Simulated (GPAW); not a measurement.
# Quasiparticle gap of CaC2 (Immm) in GPAW

Aim: the G0W0 gap of CaC2 (Immm) on LDA, step by step.

Main program and level: GPAW 26.7.0; LDA and many-body steps on it, plane waves.

This is a report of a sequence of runs, with most program output left out.

### Step 1. Starting point

The structure is orthorhombic, space group Immm (No. 71). Conventional cell: a = 3.790 Å, b = 4.887 Å, c = 5.360 Å, α = 90.00°, β = 90.00°, γ = 90.00°. Nearest to Ca lie 8 C at 2.62 to 2.75 Å. Nearest to C lie 1 C at 1.26 Å and 4 Ca at 2.62 to 2.75 Å. Farther neighbours are not listed.

The cell and positions are those that the Materials Project relaxed with its own functionals (PBE, PBE+U or r2SCAN), kept fixed.

### Step 2. Ground state

This step: GPAW 26.7.0; DFT, LDA, plane waves, PAW.

The ground-state density comes first.

Contents of run.py:

```python
import json
import numpy as np
from gpaw.mpi import world
from ase import Atoms
from gpaw import GPAW, PW, FermiDirac

atoms = Atoms(['Ca', 'C', 'C'],
    cell=[[-1.8948765550, 2.4432612300, 2.6801311800],
      [1.8948765550, -2.4432612300, 2.6801311800],
      [1.8948765550, 2.4432612300, -2.6801311800]],
    scaled_positions=[[0.0000000000, 0.0000000000, 0.0000000000],
      [0.3712390700, 0.5000000000, 0.8712390700],
      [0.6287609300, 0.5000000000, 0.1287609300]],
    pbc=(True, True, True))
calc = GPAW(mode=PW(600),
    xc='LDA',
    kpts={'size': (8, 8, 8), 'gamma': True},
    occupations=FermiDirac(0.001),
    nbands=-7,
    convergence={'density': 1e-6, 'bands': -3},
    maxiter=100,
    txt='gs.txt')
atoms.calc = calc
res = {'energy': atoms.get_potential_energy()}
kpts = calc.get_ibz_k_points()
res['kpts'] = kpts
res['eigenvalues'] = [calc.get_eigenvalues(kpt=k) for k in range(len(kpts))]
res['n_electrons'] = calc.get_number_of_electrons()
calc.write('gs.gpw')

if world.rank == 0:
    with open('result.json', 'w') as f:
        json.dump(res, f, default=lambda x: x.tolist())
```

Run with:

```console
> mpirun -n 4 gpaw python run.py
```

The job ended after 16 s (4 MPI ranks of Arm Neoverse V2, shared host; peak memory 0.69 GiB).

This step gave:

| Property | Result |
| --- | --- |
| total energy | -22.25 eV |
| gap | 2.266 eV |
| k of the valence top | 0.25, -0.25, 0.25 |
| k of the conduction bottom | 0, 0, 0 |
| least direct gap | 2.555 eV |

The gap is indirect, with the least direct gap 0.29 eV higher.

### Step 3. Bands along the symmetry lines

The cheap functional maps the bands first; the places of the edges decide which points the dearer methods must see.

Contents of run.py:

```python
import json
import numpy as np
from gpaw.mpi import world
from gpaw import GPAW

path = [[0.000000, 0.000000, 0.000000],
    [0.062500, 0.062500, -0.062500],
    [0.125000, 0.125000, -0.125000],
    [0.187500, 0.187500, -0.187500],
    [0.250000, 0.250000, -0.250000],
    [0.312500, 0.312500, -0.312500],
    [0.375000, 0.375000, -0.375000],
    [0.437500, 0.437500, -0.437500],
    [0.500000, 0.500000, -0.500000],
    [0.484371, 0.515629, -0.484371],
    [0.468741, 0.531259, -0.468741],
    [0.453112, 0.546888, -0.453112],
    [0.437483, 0.562517, -0.437483],
    [0.421853, 0.578147, -0.421853],
    [0.406224, 0.593776, -0.406224],
    [0.390595, 0.609405, -0.390595],
    [0.374965, 0.625035, -0.374965],
    [-0.374965, 0.374965, 0.374965],
    [-0.328095, 0.328095, 0.328095],
    [-0.281224, 0.281224, 0.281224],
    [-0.234353, 0.234353, 0.234353],
    [-0.187483, 0.187483, 0.187483],
    [-0.140612, 0.140612, 0.140612],
    [-0.093741, 0.093741, 0.093741],
    [-0.046871, 0.046871, 0.046871],
    [0.000000, 0.000000, 0.000000],
    [0.057220, -0.057220, 0.057220],
    [0.114441, -0.114441, 0.114441],
    [0.171661, -0.171661, 0.171661],
    [0.228881, -0.228881, 0.228881],
    [0.286102, -0.286102, 0.286102],
    [0.343322, -0.343322, 0.343322],
    [0.400542, -0.400542, 0.400542],
    [0.457763, -0.457763, 0.457763],
    [0.542237, 0.457763, -0.457763],
    [0.536958, 0.463042, -0.463042],
    [0.531678, 0.468322, -0.468322],
    [0.526398, 0.473602, -0.473602],
    [0.521119, 0.478881, -0.478881],
    [0.515839, 0.484161, -0.484161],
    [0.510559, 0.489441, -0.489441],
    [0.505280, 0.494720, -0.494720],
    [0.500000, 0.500000, -0.500000],
    [0.000000, 0.000000, 0.000000],
    [0.000000, 0.062500, 0.000000],
    [0.000000, 0.125000, 0.000000],
    [0.000000, 0.187500, 0.000000],
    [0.000000, 0.250000, 0.000000],
    [0.000000, 0.312500, 0.000000],
    [0.000000, 0.375000, 0.000000],
    [0.000000, 0.437500, 0.000000],
    [0.000000, 0.500000, 0.000000],
    [0.031250, 0.468750, 0.031250],
    [0.062500, 0.437500, 0.062500],
    [0.093750, 0.406250, 0.093750],
    [0.125000, 0.375000, 0.125000],
    [0.156250, 0.343750, 0.156250],
    [0.187500, 0.312500, 0.187500],
    [0.218750, 0.281250, 0.218750],
    [0.250000, 0.250000, 0.250000],
    [0.281250, 0.218750, 0.218750],
    [0.312500, 0.187500, 0.187500],
    [0.343750, 0.156250, 0.156250],
    [0.375000, 0.125000, 0.125000],
    [0.406250, 0.093750, 0.093750],
    [0.437500, 0.062500, 0.062500],
    [0.468750, 0.031250, 0.031250],
    [0.500000, 0.000000, 0.000000],
    [0.437500, 0.000000, 0.000000],
    [0.375000, 0.000000, 0.000000],
    [0.312500, 0.000000, 0.000000],
    [0.250000, 0.000000, 0.000000],
    [0.187500, 0.000000, 0.000000],
    [0.125000, 0.000000, 0.000000],
    [0.062500, 0.000000, 0.000000],
    [0.000000, 0.000000, 0.000000],
    [0.000000, 0.000000, 0.062500],
    [0.000000, 0.000000, 0.125000],
    [0.000000, 0.000000, 0.187500],
    [0.000000, 0.000000, 0.250000],
    [0.000000, 0.000000, 0.312500],
    [0.000000, 0.000000, 0.375000],
    [0.000000, 0.000000, 0.437500],
    [0.000000, 0.000000, 0.500000],
    [0.031250, 0.031250, 0.468750],
    [0.062500, 0.062500, 0.437500],
    [0.093750, 0.093750, 0.406250],
    [0.125000, 0.125000, 0.375000],
    [0.156250, 0.156250, 0.343750],
    [0.187500, 0.187500, 0.312500],
    [0.218750, 0.218750, 0.281250],
    [0.250000, 0.250000, 0.250000]]
calc = GPAW('gs.gpw').fixed_density(kpts=path,
    symmetry='off',
    nbands=19,
    convergence={'bands': 15},
    txt='bands.txt')
res = {}
kpts = calc.get_ibz_k_points()
res['kpts'] = kpts
res['eigenvalues'] = [calc.get_eigenvalues(kpt=k) for k in range(len(kpts))]
res['n_electrons'] = calc.get_number_of_electrons()

if world.rank == 0:
    with open('result.json', 'w') as f:
        json.dump(res, f, default=lambda x: x.tolist())
```

Run with:

```console
> mpirun -n 4 gpaw python run.py
```

The job ended after 11 s (4 MPI ranks; peak memory 0.75 GiB).

Numbers from this step:

```
gap                        : 2.270 eV
k of the valence top       : 0.2861, -0.2861, 0.2861
k of the conduction bottom : 0, 0, 0
least direct gap           : 2.555 eV
```

The gap is 2.270 eV, +0.004 eV from the run before at this level.

The electronic bands at the labelled points (eV, zero at the top of the highest filled band):

```tsv
point	band 6	band 7	band 8	band 9	band 10	band 11	band 12	band 13
Γ	-2.26	-2.16	-0.55	-0.29	2.27	3.53	5.43	5.73
halfway	-2.90	-2.63	-0.95	-0.66	4.10	4.62	4.80	6.85
X	-3.30	-2.19	-1.07	-0.86	4.22	4.77	6.57	7.11
halfway	-3.31	-2.13	-1.14	-0.96	4.59	4.87	6.33	6.82
F2	-3.33	-1.96	-1.69	-0.72	5.13	5.44	5.71	6.23
jump to Σ0	-3.33	-1.96	-1.69	-0.72	5.13	5.44	5.71	6.23
halfway	-2.92	-2.45	-1.02	-0.41	3.31	4.91	5.04	6.57
Γ	-2.26	-2.16	-0.55	-0.29	2.27	3.53	5.43	5.73
halfway	-3.92	-1.47	-0.89	-0.05	3.81	5.35	5.97	6.28
Y0	-3.37	-2.17	-0.97	-0.88	4.25	4.86	6.43	7.08
jump to U0	-3.37	-2.17	-0.97	-0.88	4.25	4.86	6.43	7.08
halfway	-3.32	-2.18	-1.05	-0.87	4.23	4.80	6.53	7.10
X	-3.30	-2.19	-1.07	-0.86	4.22	4.77	6.57	7.11
jump to Γ	-2.26	-2.16	-0.55	-0.29	2.27	3.53	5.43	5.73
halfway	-2.76	-2.45	-0.94	-0.65	3.22	4.56	5.55	6.27
R	-3.22	-2.80	-1.27	-0.79	4.29	6.04	6.46	7.04
halfway	-3.23	-2.52	-1.39	-0.69	3.83	5.12	6.27	7.37
W	-3.23	-1.92	-1.84	-0.60	3.66	4.27	6.10	7.48
halfway	-3.80	-1.67	-1.49	-0.41	4.50	4.51	6.25	6.47
S	-4.24	-1.63	-0.98	-0.21	4.71	5.29	6.16	6.61
halfway	-3.58	-1.30	-0.76	-0.68	3.36	4.53	5.42	6.28
Γ	-2.26	-2.16	-0.55	-0.29	2.27	3.53	5.43	5.73
halfway	-3.32	-1.32	-0.93	-0.66	2.70	4.44	5.82	6.30
T	-3.35	-1.39	-1.15	-0.71	2.50	3.74	6.85	6.92
halfway	-3.30	-1.67	-1.53	-0.64	3.22	3.71	6.85	7.42
W	-3.23	-1.92	-1.84	-0.60	3.66	4.27	6.10	7.48
```

### Step 4. Empty states on the mesh, 4×4×4 mesh, 238 bands

The sums over transitions need many empty states on a uniform mesh; this step solves for them.

Contents of run.py:

```python
import json
import numpy as np
from gpaw.mpi import world
from gpaw import GPAW

calc = GPAW('gs.gpw').fixed_density(kpts={'size': (4, 4, 4), 'gamma': True},
    parallel={'domain': 1, 'band': 1},
    txt='nscf.txt')
calc.diagonalize_full_hamiltonian(nbands=238)
calc.write('full.gpw', mode='all')
res = {}
kpts = calc.get_ibz_k_points()
res['kpts'] = kpts
res['eigenvalues'] = [calc.get_eigenvalues(kpt=k) for k in range(len(kpts))]
res['n_electrons'] = calc.get_number_of_electrons()

if world.rank == 0:
    with open('result.json', 'w') as f:
        json.dump(res, f, default=lambda x: x.tolist())
```

Run with:

```console
> mpirun -n 4 gpaw python run.py
```

Elapsed: 26 s, on 4 MPI ranks; peak memory 1.6 GiB; 1.7 min of CPU time.

This step gave:

| Item | Value |
| --- | --- |
| gap | 2.266 eV |
| k of the valence top | 0.25, -0.25, 0.25 |
| k of the conduction bottom | 0, 0, 0 |
| least direct gap | 2.555 eV |
| k points computed | 18 |
| lowest point of the top converged band, above the valence top | 150.5074 eV |

On this mesh the gap is 2.266 eV.

### Step 5. Screening and self-energy, 4×4×4 mesh, 106 bands, screening to 96 eV

Now the one-shot GW correction: screening in the RPA, then the self-energy of the levels asked for.

This step: G0W0 on LDA, plane waves, PAW.

Contents of run.py:

```python
import json
import numpy as np
from gpaw.mpi import world
from gpaw.response.g0w0 import G0W0

gw = G0W0('full.gpw',
    filename='gw',
    kpts=[0, 3],
    bands=(7, 11),
    ecut=96,
    nbands=106,
    integrate_gamma='WS',
    ppa=True)
gw.calculate()
res = {mode: {k: v for k, v in r.items() if k != 'sigma_eskwn'}
       for mode, r in gw.all_results.items()}

if world.rank == 0:
    with open('result.json', 'w') as f:
        json.dump(res, f, default=lambda x: x.tolist())
```

Run with:

```console
> mpirun -n 4 gpaw python run.py
```

It took 44 s on 4 MPI ranks; peak memory 1 GiB; 2.9 min of CPU time.

This step gave:

```
G0W0 gap on the points computed              : 4.510 eV
least direct G0W0 gap on the computed points : 4.831 eV
Z at the valence top                         : 0.7811
Z at the conduction bottom                   : 0.8185
starting gap on the mesh                     : 2.266 eV
k of the valence top                         : 0.25, -0.25, 0.25
k of the conduction bottom                   : 0, 0, 0
```

The gap on the mesh goes from 2.27 eV to 4.51 eV, a correction of +2.24 eV.

Limits: finite bands, cutoff and mesh; coarse k mesh. v1 is the top filled band, c1 the lowest empty one. Levels before and after the correction, in eV, zero at the valence-band top of each column:

```tsv
	conduction bottom	valence top
Kohn-Sham	2.27	0.00
G0W0	4.51	0.00
```

```tsv
	level	energy (eV)
Kohn-Sham	Γ v2	-0.550
Kohn-Sham	Γ v1	-0.290
Kohn-Sham	Γ c1	2.266
Kohn-Sham	Γ c2	3.530
Kohn-Sham	(0.25 -0.25 0.25) v2	-0.931
Kohn-Sham	(0.25 -0.25 0.25) v1	0.000
Kohn-Sham	(0.25 -0.25 0.25) c1	4.046
Kohn-Sham	(0.25 -0.25 0.25) c2	5.204
G0W0	Γ v2	-0.595
G0W0	Γ v1	-0.321
G0W0	Γ c1	4.510
G0W0	Γ c2	6.104
G0W0	(0.25 -0.25 0.25) v2	-0.974
G0W0	(0.25 -0.25 0.25) v1	0.000
G0W0	(0.25 -0.25 0.25) c1	6.389
G0W0	(0.25 -0.25 0.25) c2	8.032
```

### Step 6. Where the time went

Times are wall times on 4 MPI ranks of Arm Neoverse V2, shared host, good to a factor of about two.

```tsv
step	time	share	memory (GiB)
ground state	16 s	17 %	0.69
bands along the symmetry lines	11 s	11 %	0.75
empty states on the mesh	26 s	27 %	1.6
screening and self-energy	44 s	45 %	1.0
```

### Step 7. Summary of results

```
LDA gap              : 2.27 eV, indirect
G0W0 gap on the mesh : 4.51 eV
GW settings          : 4×4×4 mesh, 106 bands, screening to 96 eV, Godby-Needs plasmon pole
known limits         : not at the basis limit; coarse k mesh
```

In words: G0W0 moves the gap on the mesh from 2.27 eV to 4.51 eV (+2.24 eV), with Z of 0.78 and 0.82 at the edges. Only 2 of the mesh's irreducible points were corrected, so a valley elsewhere could overtake. The dearest step here is «screening and self-energy». Bands and cutoff are finite, so the gap is not at the basis limit. The miss can reach some tenths of an eV and take either sign; the mesh is an error of its own. These stock PAW sets were not made for GW. In the G0W0 run levels were corrected at 2 k points alone, so a gap called «on the mesh» is the least over those, and an edge elsewhere would be missed. The 4×4×4 mesh is coarse for this cell, which bears on the long-range parts of exchange and screening.

[Paths, hosts, dates, memory and timing lines, banners, echoed tables and standing remarks are left out of the program output.]

[Logs are printed without paths, hosts, clocks, repeated set-up lines and the standing remarks that a program may print on its own settings, such as how far it seeks lower states.]

[Runs of the session that timed out or met a known fault of the program may be left out.]

[Hosts, paths, dates, database ids (printed as entryN), source tags and the programs' standing remarks are cut or masked in the printed files.]
